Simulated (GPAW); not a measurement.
# PbF2 (Fluorocronite): G0W0 with GPAW, start to end, part 2 of 2

Wanted: ground state, empty states, screening and self-energy for PbF2 (Fluorocronite).

GPAW 26.7.0; PBE and many-body steps on it, plane waves. Known limits of the many-body steps: not at the basis limit; no spin-orbit coupling; coarse k mesh.

So far. Step 2 (Ground state): The gap is indirect, with the least direct gap 0.15 eV higher. Step 3 (Empty states on the mesh, 4×4×4 mesh, 344 bands): On this mesh the gap is 4.345 eV.

The database entry behind the starting cell differs from later determinations by our own check (0.1 to 0.3 % short, probably kX units), so it need not match the best structure at ambient conditions.

### Step 4. Screening and self-energy, 4×4×4 mesh, 155 bands, screening to 120 eV

Now the one-shot GW correction: screening in the RPA, then the self-energy of the levels asked for.

This step: G0W0 on PBE, plane waves, PAW.

run.py

```python
import json
import numpy as np
from gpaw.mpi import world
from gpaw.response.g0w0 import G0W0

gw = G0W0('full.gpw',
    filename='gw',
    kpts=[0, 3, 5],
    bands=(12, 16),
    ecut=120,
    nbands=155,
    integrate_gamma='WS',
    ppa=True)
gw.calculate()
res = {mode: {k: v for k, v in r.items() if k != 'sigma_eskwn'}
       for mode, r in gw.all_results.items()}

if world.rank == 0:
    with open('result.json', 'w') as f:
        json.dump(res, f, default=lambda x: x.tolist())
```

Started as:

```sh
$ mpirun -n 4 gpaw python run.py
```

Numbers of over 12 decimals in the logs are rounded to 6 here.

The program printed:

```text
Using integrator: PointIntegrator
FrequencyGridDescriptor(from 0.000+0.000j to 0.000+27.211j eV, 2 points)
Nonperiodic BCs:  [False False False]
Using integrator: PointIntegrator
FrequencyGridDescriptor(from 0.000+0.000j to 0.000+27.211j eV, 2 points)
Nonperiodic BCs:  [False False False]
  ___  _ _ _
 |   || | | |
 | | || | | |
 |__ ||_____|
 |___|

BZ k-points: Symmetries present (total): 48

  [... matrices ...]
64 k-points: 4 x 4 x 4 Monkhorst-Pack grid + [1/8,1/8,1/8]
8 k-points in the irreducible part of the Brillouin zone
       k-points in crystal coordinates                weights
   0:     0.00000000    0.00000000    0.00000000          1/64
   1:     0.25000000    0.25000000    0.00000000          6/64
   2:     0.25000000    0.25000000    0.25000000          8/64
   3:     0.50000000    0.25000000   -0.25000000          6/64
   4:     0.50000000    0.25000000    0.25000000         12/64
   5:     0.50000000    0.50000000    0.00000000          3/64
   6:     0.50000000    0.50000000    0.25000000         24/64
   7:     0.50000000    0.50000000    0.50000000          4/64

Distributing spins, k-points and bands (1 x 3 x 4) over 4 processes
Number of blocks: 1

Quasi particle states:
k-points (IBZ indices): [0, 3, 5]
Band range: (12, 16)
  [... matrices ...]
Computational parameters:
Plane wave cut-off: 120 eV
Number of bands: 155
Coulomb cutoff: None
Broadening: 0.1 eV

fxc modes: GW
Kernel: RPA
Using Godby-Needs plasmon-pole approximation:
  Fitting energy: i*E0, E0 = 1.000 Hartree
Summing all q:

Calculating screened Coulomb potential
No Coulomb truncation
FrequencyGridDescriptor(from 0.000+0.000j to 0.000+27.211j eV, 2 points)
Removing empty qpoint cache files...

Calculating chi0 body with:
    Ground state adapter containing:
    Number of spins: 1
    Number of kpoints: 64
    Number of irreducible kpoints: 8
    Number of completely occupied states: 14
    Number of partially occupied states: 14
    Occupied states memory: 2.953125 M / cpu

    Linear response parametrization:
    q_c: [0.0, 0.0, 0.0]
    Number of frequency points: 2
    Planewave cutoff: 120.0
    Number of bands: 155
    Number of planewaves: 169
    Broadening (eta): 1e-06
    comm.size: 4
    kncomm.size: 4
    blockcomm.size: 1

    Memory estimate of potentially large arrays:
        chi0_wGG: 0.871613 M / cpu
Integrating chi0 body.

Symmetries of q_c:
    Direct symmetries (Uq -> q): 48
    Indirect symmetries (TUq -> q): 0
In total 48 allowed symmetries.

  [... matrices ...]
8 groups of equivalent kpoints. 87.5% reduction.

Integral kind: response function
Integrating chi0 head and wings.

Symmetries of q_c:
    Direct symmetries (Uq -> q): 48
    Indirect symmetries (TUq -> q): 0
In total 48 allowed symmetries.

  [... matrices ...]
8 groups of equivalent kpoints. 87.5% reduction.

Integral kind: response function wings

Calculating chi0 body with:
    Ground state adapter containing:
    Number of spins: 1
    Number of kpoints: 64
    Number of irreducible kpoints: 8
    Number of completely occupied states: 14
    Number of partially occupied states: 14
    Occupied states memory: 2.953125 M / cpu

    Linear response parametrization:
[... the further q-points ...]

Results:
f:      Occupation numbers
eps:     KS-eigenvalues [eV]
vxc:     KS vxc [eV]
exx:     Exact exchange [eV]
sigma:   Self-energies [eV]
dsigma:  Self-energy derivatives
Z:       Renormalization factors
qp:      QP-energies [eV]

k-point 0 (0): (0.000, 0.000, 0.000)                GW
band       f     eps     vxc     exx   sigma  dsigma       Z      qp
                                                                   GW
  12   1.000   0.535 -22.929 -30.398   5.901  -0.341   0.746  -0.635
  13   1.000   0.535 -22.929 -30.398   5.901  -0.341   0.746  -0.635
  14   0.000   9.267 -12.669  -7.918  -3.560  -0.175   0.851  10.282
  15   0.000   9.267 -12.669  -7.918  -3.560  -0.175   0.851  10.282

k-point 1 (3): (0.500, 0.250, -0.250)                GW
band       f     eps     vxc     exx   sigma  dsigma       Z      qp
                                                                   GW
  12   1.000   1.022 -24.062 -31.466   5.943  -0.341   0.746  -0.068
  13   1.000   2.568 -22.434 -26.947   3.348  -0.261   0.793   1.645
  14   0.000   8.562 -14.818 -10.484  -3.059  -0.188   0.842   9.634
  15   0.000   8.562 -14.817 -10.484  -3.059  -0.188   0.842   9.634

k-point 2 (5): (0.500, 0.500, 0.000)                GW
band       f     eps     vxc     exx   sigma  dsigma       Z      qp
                                                                   GW
  12   1.000   0.960 -23.933 -31.336   5.926  -0.342   0.745  -0.140
  13   1.000   2.423 -21.830 -26.262   3.201  -0.256   0.796   1.443
  14   0.000   6.914 -12.436  -8.333  -3.203  -0.169   0.856   7.684
  15   0.000  10.402 -16.737 -11.784  -3.213  -0.199   0.834  11.854
```

Elapsed: 49 s, on 4 MPI ranks of Arm Neoverse V2, shared host; peak memory 1.4 GiB.

This step gave:

```
G0W0 gap on the points computed              : 6.040 eV
least direct G0W0 gap on the computed points : 6.241 eV
Z at the valence top                         : 0.7930
Z at the conduction bottom                   : 0.8558
starting gap on the mesh                     : 4.345 eV
k of the valence top                         : 0.5, 0.25, -0.25
k of the conduction bottom                   : 0.5, 0.5, 0
```

The gap on the mesh goes from 4.35 eV to 6.04 eV, a correction of +1.69 eV.

Limits: finite bands, cutoff and mesh; no spin-orbit coupling; coarse k mesh. v1 is the top filled band, c1 the lowest empty one. Levels before and after the correction, in eV, zero at the valence-band top of each column:

|  | conduction bottom | valence top |
| --- | --- | --- |
| Kohn-Sham | 4.35 | 0.00 |
| G0W0 | 6.04 | 0.00 |

|  | level | energy (eV) |
| --- | --- | --- |
| Kohn-Sham | (0.5 0.25 -0.25) v2 | -1.546 |
| Kohn-Sham | (0.5 0.25 -0.25) v1 | 0.000 |
| Kohn-Sham | (0.5 0.25 -0.25) c1-c2 | 5.993 |
| Kohn-Sham | (0.5 0.5 0) v2 | -1.609 |
| Kohn-Sham | (0.5 0.5 0) v1 | -0.145 |
| Kohn-Sham | (0.5 0.5 0) c1 | 4.345 |
| Kohn-Sham | (0.5 0.5 0) c2 | 7.834 |
| G0W0 | (0.5 0.25 -0.25) v2 | -1.713 |
| G0W0 | (0.5 0.25 -0.25) v1 | 0.000 |
| G0W0 | (0.5 0.25 -0.25) c1-c2 | 7.990 |
| G0W0 | (0.5 0.5 0) v2 | -1.785 |
| G0W0 | (0.5 0.5 0) v1 | -0.201 |
| G0W0 | (0.5 0.5 0) c1 | 6.040 |
| G0W0 | (0.5 0.5 0) c2 | 10.209 |

### Step 5. Where the time went

Times are wall times on 4 MPI ranks of Arm Neoverse V2, shared host, good to a factor of about two.

| step | time | share | memory (GiB) |
| --- | --- | --- | --- |
| ground state | 6.8 s | 10 % | 0.76 |
| empty states on the mesh | 13 s | 19 % | 1.7 |
| screening and self-energy | 49 s | 71 % | 1.4 |

### Step 6. What came out

```json
{"PBE gap": "4.35 eV, indirect", "G0W0 gap on the mesh": "6.04 eV", "GW settings": "4×4×4 mesh, 155 bands, screening to 120 eV, Godby-Needs plasmon pole", "known limits": "not at the basis limit; no spin-orbit coupling; coarse k mesh"}
```

In words: G0W0 moves the gap on the mesh from 4.35 eV to 6.04 eV (+1.69 eV), with Z of 0.79 and 0.86 at the edges. Only 3 of the mesh's irreducible points were corrected, so a valley elsewhere could overtake. The dearest step here is «screening and self-energy». Bands and cutoff are finite, so the gap is not at the basis limit. The miss can reach some tenths of an eV and take either sign; the mesh is an error of its own. These stock PAW sets were not made for GW. In the G0W0 run levels were corrected at 3 k points alone, so a gap called «on the mesh» is the least over those, and an edge elsewhere would be missed. The 4×4×4 mesh is coarse for this cell, which bears on the long-range parts of exchange and screening. Where an edge is built on 6p states of lead, bismuth or thallium, scalar-relativistic gaps usually stand too wide, by a few tenths to over one eV. The many-body steps are scalar-relativistic: spin-orbit coupling is not in them.

[Paths, hosts, dates, memory and timing lines, banners, echoed tables and standing remarks are left out of the program output.]

[Logs are printed without paths, hosts, clocks, repeated set-up lines and the standing remarks that a program may print on its own settings, such as how far it seeks lower states.]

[Runs of the session that timed out or met a known fault of the program may be left out.]

[Hosts, paths, dates, database ids (printed as entryN), source tags and the programs' standing remarks are cut or masked in the printed files.]
